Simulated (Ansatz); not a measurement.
**Elastic response of glassy Ca3Al2Si3O12 (100 atoms)**

Aim: relax glassy Ca3Al2Si3O12 (100 atoms), then change its volume and shape to read moduli from the stress.

Main program and level: Ansatz 0.2.0; Kohn-Sham DFT, PBE, PAW (set soft_2), plane waves.

**1. The structure**

The cell holds 100 atoms: 10 Al, 15 Ca, 60 O and 15 Si. Cell: a = 10.886 Å, b = 10.886 Å, c = 10.886 Å, α = 90.0°, β = 90.0°, γ = 90.0°. 100 atoms (10 Al, 15 Ca, 60 O, 15 Si) placed at random at 2.84 g/cm³, melted at 4500 K for 20 ps at fixed volume with the Morse and Coulomb pair potential with partial charges (Pedone, Malavasi, Menziani, Cormack and Segre, J. Phys. Chem. B 110, 11780 (2006)). Quenched from 4500 K to 300 K at 20 K/ps and fixed volume, held 20 ps at zero pressure.

Limits known from the start: The quench rate of 20 K/ps far exceeds what a furnace or splat quench reaches, so expect more defects and frozen-in strain than in a real sample. The starting topology of bonds comes from the classical model, and needn't be the one that DFT or experiment would give. Sampling is at Γ alone.

**2. Single point at the start**

A single point comes first, to see the forces before anything moves.

input.yaml reads:

```yaml
crystal:
  lattice:
    - [10.88567, 0.0, 0.0]
    - [0.0, 10.88567, 0.0]
    - [0.0, 0.0, 10.88567]
  atoms:
    - { symbol: Al, position: [0.85206, 0.04978, 0.03734] }
    - { symbol: Al, position: [0.03611, 0.32886, 0.77451] }
    - { symbol: Al, position: [0.54317, 0.05593, 0.57375] }
    - { symbol: Al, position: [0.93863, 0.71368, 0.21455] }
    - { symbol: Al, position: [0.14341, 0.03497, 0.71066] }
    - { symbol: Al, position: [0.20846, 0.6971, 0.43798] }
    - { symbol: Al, position: [0.68432, 0.72998, 0.82793] }
    - { symbol: Al, position: [0.68644, 0.97362, 0.80137] }
    - { symbol: Al, position: [0.03272, 0.24064, 0.03467] }
    - { symbol: Al, position: [0.77741, 0.22384, 0.84732] }
    - { symbol: Ca, position: [0.20772, 0.95254, 0.01436] }
    - { symbol: Ca, position: [0.44326, 0.78318, 0.3507] }
    - { symbol: Ca, position: [0.02477, 0.15333, 0.32012] }
    - { symbol: Ca, position: [0.15981, 0.44458, 0.26263] }
    - { symbol: Ca, position: [0.52454, 0.02447, 0.05808] }
    - { symbol: Ca, position: [0.24474, 0.45868, 0.86908] }
    - { symbol: Ca, position: [0.44257, 0.66365, 0.92822] }
    - { symbol: Ca, position: [0.7285, 0.56096, 0.4041] }
    - { symbol: Ca, position: [0.40081, 0.52546, 0.63539] }
    - { symbol: Ca, position: [0.43756, 0.47721, 0.18329] }
    - { symbol: Ca, position: [0.10974, 0.66977, 0.70063] }
    - { symbol: Ca, position: [0.44532, 0.80787, 0.66912] }
    - { symbol: Ca, position: [0.88876, 0.17127, 0.58465] }
    - { symbol: Ca, position: [0.23164, 0.26311, 0.5576] }
    - { symbol: Ca, position: [0.7342, 0.46311, 0.68655] }
    - { symbol: O, position: [0.761, 0.37536, 0.19419] }
    - { symbol: O, position: [0.29494, 0.64896, 0.78169] }
    - { symbol: O, position: [0.95548, 0.95576, 0.97] }
    - { symbol: O, position: [0.10571, 0.40964, 0.63409] }
    - { symbol: O, position: [0.24761, 0.86793, 0.38384] }
    - { symbol: O, position: [0.57144, 0.87879, 0.83877] }
    - { symbol: O, position: [0.12218, 0.1468, 0.13067] }
    - { symbol: O, position: [0.39231, 0.37888, 0.48036] }
    - { symbol: O, position: [0.0697, 0.17648, 0.70352] }
    - { symbol: O, position: [0.24003, 0.53983, 0.07506] }
    - { symbol: O, position: [0.81622, 0.18979, 0.38054] }
    - { symbol: O, position: [0.8517, 0.83825, 0.54025] }
    - { symbol: O, position: [0.56037, 0.3504, 0.31609] }
    - { symbol: O, position: [0.64947, 0.70965, 0.98363] }
    - { symbol: O, position: [0.04798, 0.91556, 0.757] }
    - { symbol: O, position: [0.27267, 0.64538, 0.26915] }
    - { symbol: O, position: [0.99912, 0.00885, 0.47797] }
    - { symbol: O, position: [0.59063, 0.62176, 0.19852] }
    - { symbol: O, position: [0.45511, 0.08734, 0.71442] }
    - { symbol: O, position: [0.28908, 0.77016, 0.06339] }
    - { symbol: O, position: [0.002, 0.35368, 0.15501] }
    - { symbol: O, position: [0.25242, 0.06369, 0.82824] }
    - { symbol: O, position: [0.02602, 0.5044, 0.83823] }
    - { symbol: O, position: [0.6054, 0.43689, 0.53175] }
    - { symbol: O, position: [0.05878, 0.33058, 0.42665] }
    - { symbol: O, position: [0.08181, 0.70512, 0.1513] }
    - { symbol: O, position: [0.98249, 0.7263, 0.89205] }
    - { symbol: O, position: [0.65138, 0.75256, 0.43815] }
    - { symbol: O, position: [0.45589, 0.44985, 0.93156] }
    - { symbol: O, position: [0.1262, 0.55424, 0.44788] }
    - { symbol: O, position: [0.63911, 0.31217, 0.85221] }
    - { symbol: O, position: [0.71432, 0.0477, 0.96092] }
    - { symbol: O, position: [0.3336, 0.68575, 0.52666] }
    - { symbol: O, position: [0.09554, 0.78087, 0.53092] }
    - { symbol: O, position: [0.89836, 0.51933, 0.03229] }
    - { symbol: O, position: [0.8109, 0.85676, 0.81375] }
    - { symbol: O, position: [0.43488, 0.97657, 0.47117] }
    - { symbol: O, position: [0.55974, 0.19786, 0.50784] }
    - { symbol: O, position: [0.63981, 0.93408, 0.60672] }
    - { symbol: O, position: [0.72597, 0.98372, 0.39512] }
    - { symbol: O, position: [0.88239, 0.20701, 0.97943] }
    - { symbol: O, position: [0.56708, 0.32704, 0.08616] }
    - { symbol: O, position: [0.24678, 0.10504, 0.34403] }
    - { symbol: O, position: [0.75335, 0.10883, 0.74177] }
    - { symbol: O, position: [0.11037, 0.29468, 0.91414] }
    - { symbol: O, position: [0.95811, 0.81564, 0.33616] }
    - { symbol: O, position: [0.58136, 0.64771, 0.7298] }
    - { symbol: O, position: [0.87859, 0.31728, 0.76001] }
    - { symbol: O, position: [0.32829, 0.28406, 0.74234] }
    - { symbol: O, position: [0.30751, 0.29688, 0.20541] }
    - { symbol: O, position: [0.9137, 0.55267, 0.25855] }
    - { symbol: O, position: [0.6478, 0.15016, 0.21471] }
    - { symbol: O, position: [0.80243, 0.60654, 0.82909] }
    [... 16 atom lines left out ...]
    - { symbol: Si, position: [0.63816, 0.29678, 0.2051] }
    - { symbol: Si, position: [0.71705, 0.87063, 0.49504] }
    - { symbol: Si, position: [0.21856, 0.66798, 0.13365] }
    - { symbol: Si, position: [0.98994, 0.86475, 0.47325] }
    - { symbol: Si, position: [0.95381, 0.86553, 0.85549] }
    - { symbol: Si, position: [0.66276, 0.73421, 0.13325] }
kpoints:
  mp_grid: { grid: [1, 1, 1] }
hamiltonian:
  xc: pbe
scf:
  occupations: { method: fixed }
output:
  forces: true
```

On the command line:

```sh
ansatz run input.yaml --threads 4 --pin off --max-ram 8192MiB --backend cpu --events-out ev --progress --plain --runs-dir out
```

Numbers of over 12 decimals in the logs are rounded to 6 here.

The log of the run:

```text
Engine: ansatz 0.2.0, aarch64-unknown-linux-gnu
Pseudopotentials: kind: paw
Pseudopotential: Al, paw, valence charge 3, recommended cutoff 420 eV (normal), Al.paw.azcp
Pseudopotential: Ca, paw, valence charge 10, recommended cutoff 420 eV (normal), Ca.paw.azcp
Pseudopotential: O, paw, valence charge 6, recommended cutoff 420 eV (normal), O.paw.azcp
Pseudopotential: Si, paw, valence charge 4, recommended cutoff 420 eV (normal), Si.paw.azcp
[... 5 lines on functional and potentials left out ...]
Crystal: 100 atoms, lattice volume = 1289.928 Å³
Basis set: ecut = 420 eV, 25269 PW (Γ), exchange–correlation on 150×150×150 points (8 copies of the dense FFT grid, shifted against one another)
Bands: 400, of which v1, the nominal top of the filled ones, is band 300 counted from 1 (299 counted from 0)
Symmetry: 1 space group operations
Space group: P1 (ITA 1), of the structure as read, at distance tolerance 1.1e-4 Å
k-points: 1
[... 9 lines on functional and potentials left out ...]
Initial density: superposition of atomic densities (neutral atoms: chi_scale 0, normalization atom), corrected by the library's trained network
Initial wavefunctions: pseudopotential atomic-orbital guess
Functional: x = pbe(κ = 0.804, μ = 0.219515), c = pbe(β = 0.066725)
SCF iter   1: F=—  HF=-76343.252831 eV  |F-HF|=—  |Δ(HF+E_count)|=         —  Δρ=2.23e-3  dr2=8.70e-2  ethr=1.77e-3  ⟨swp⟩=6.0  Hψ=1374  notcnv=0  defer=98
preconditioner: auto → Resta (q_TF=auto, 2.402 Å⁻¹)  ε∞=3.2  [insulator: Δε(μ)=3.223 eV  Ē_g=16.505 eV  n_scr=304 (ndim 8)  ℏωp=24.7 eV  f_vac=0.073  ε∞_Penn≈3.2]
SCF iter   2: F=—  HF=-76343.256334 eV  |F-HF|=—  |Δ(HF+E_count)|=   3.50e-3  Δρ=1.14e-3  dr2=1.79e-2  ethr=1.45e-5  ⟨swp⟩=4.0  Hψ=597  notcnv=0  defer=98
SCF iter   3: F=—  HF=-76343.258706 eV  |F-HF|=—  |Δ(HF+E_count)|=   2.37e-3  Δρ=5.04e-4  dr2=5.38e-3  ethr=2.99e-6  ⟨swp⟩=4.0  Hψ=492  notcnv=0  defer=90
automatic band count: iteration 3 solves 392 bands in place of 400: the levels show a gap, and the empty bands left out lie too high to hold charge; the band table lists the bands solved (type scf.n_extra_bands for more)
SCF iter   4: F=—  HF=-76343.259050 eV  |F-HF|=—  |Δ(HF+E_count)|=   3.44e-4  Δρ=1.90e-4  dr2=4.82e-4  ethr=8.97e-7  ⟨swp⟩=4.0  Hψ=493  notcnv=0  defer=90
SCF iter   5: F=—  HF=-76343.259088 eV  |F-HF|=—  |Δ(HF+E_count)|=   3.83e-5  Δρ=1.00e-4  dr2=1.21e-4  ethr=8.03e-8  ⟨swp⟩=2.0  Hψ=488  notcnv=0  defer=90
SCF iter   6: F=—  HF=-76343.259117 eV  |F-HF|=—  |Δ(HF+E_count)|=   2.82e-5  Δρ=3.64e-5  dr2=1.54e-5  ethr=2.01e-8  ⟨swp⟩=2.0  Hψ=494  notcnv=0  defer=90
SCF iter   7: F=—  HF=-76343.256434 eV  |F-HF|=—  |Δ(HF+E_count)|=   2.68e-3  Δρ=1.52e-5  dr2=2.50e-6  ethr=2.57e-9  ⟨swp⟩=2.0  Hψ=689  notcnv=0  defer=90
SCF iter   8: F=—  HF=-76343.256435 eV  |F-HF|=—  |Δ(HF+E_count)|=   1.25e-6  Δρ=6.53e-6  dr2=5.19e-7  ethr=4.17e-10  ⟨swp⟩=2.0  Hψ=512  notcnv=0  defer=90
SCF iter   9: F=—  HF=-76343.256435 eV  |F-HF|=—  |Δ(HF+E_count)|=   4.60e-7  Δρ=2.96e-6  dr2=1.07e-7  ethr=8.66e-11  ⟨swp⟩=2.0  Hψ=488  notcnv=0  defer=90
SCF iter  10: F=-76343.256436 eV  HF=-76343.256436 eV  |F-HF|=8.11e-9  |Δ(HF+E_count)|=   3.54e-8  Δρ=1.11e-6  dr2=1.44e-8  ethr=1.67e-11  ⟨swp⟩=4.0  Hψ=1043  notcnv=0
SCF 1 converged in 10 iterations: F = -76343.256436 eV  dr2 = 1.44e-8
  greatest PAW one-centre occupation: 0.995 electrons in one spin orbital (limit 2), on the Ca atom at site 23 (counted from 0), in its partial waves of l = 0
SCF converged after 10 iterations
Free energy (F): -76343.256436 eV
Harris-Foulkes:  -76343.256436 eV  (|F-HF|=8.11e-9)
Internal energy: -76343.256436 eV  (E = F + TS)
E sigma→0 (E₀):  -76343.256436 eV
Fermi energy:    5.822054 eV
--- Per-component energies (eV) ---
  E_band       = -3011.473671
  E_kinetic    = 15852.264194
  E_local      = -37199.353390  (includes V_loc(G=0)·N_el)
  E_nonlocal   = 4311.580205
  E_hartree    = 13295.827097
  E_xc         = -7800.321503
  E_vxc        = -9324.970334  (∫ρ·V_xc dr)
  E_paw        = -34777.035539  (= ΣΔE_a)
  E_vpaw       = -3242.800162  (= ΣTr[D̂ρ^β])
  E_aug_tail   = 0.152024  (compensation charges beyond the density's cutoff)
  E_ewald      = -30026.369524
  E_smearing   = -0.000000  (= −TS)
  E_closure    = -0.000000  (closes the sum)
  Σ components = -76343.256436   (vs F -76343.256436, Δ=0.00e0)
--- Forces (eV/Å), atoms counted from 1 ---
  atom   1  Al    -1.67537959     0.93047779     0.23296226
  atom   2  Al     0.01456029     0.00876099    -0.23823656
  atom   3  Al    -2.37195526     1.74432229    -0.00096149
  atom   4  Al     0.86844440     0.06369608     1.58102465
  atom   5  Al     0.03649037     1.15251596    -1.13868249
  atom   6  Al    -1.37281242     1.17588531    -2.12894086
  atom   7  Al     0.60144974    -0.23141229     0.86129934
  atom   8  Al     2.33066366     1.78114941     0.92216279
  atom   9  Al    -0.63442726     1.72294750     0.04196647
  atom  10  Al     0.39407434    -0.25816094     1.07931835
  atom  11  Ca    -0.38482171    -0.04404401     0.28729890
  atom  12  Ca     1.45007023     0.00403911    -1.31331972
  atom  13  Ca    -1.51554849    -0.38773804     0.75769158
  atom  14  Ca    -0.11620826     0.06653809     0.22372743
[...]
atom  99  Si    -2.25757732    -0.22980266     0.30326241
  atom 100  Si    -2.67900380     0.90513888    -1.33291596
  max |Σ_I F_I| component: 1.62e-4 eV/Å
```

Elapsed: 11 s, on 4 threads of Arm Neoverse V2, shared host; peak memory 1.6 GiB.

The r.m.s. force at the start is 1.3 eV/Å.

[end of part 1 of 4]

[Logs are printed without paths, hosts, clocks, repeated set-up lines and the standing remarks that a program may print on its own settings, such as how far it seeks lower states.]

[Hosts, paths, dates, database ids (printed as entryN), source tags and the programs' standing remarks are cut or masked in the printed files.]
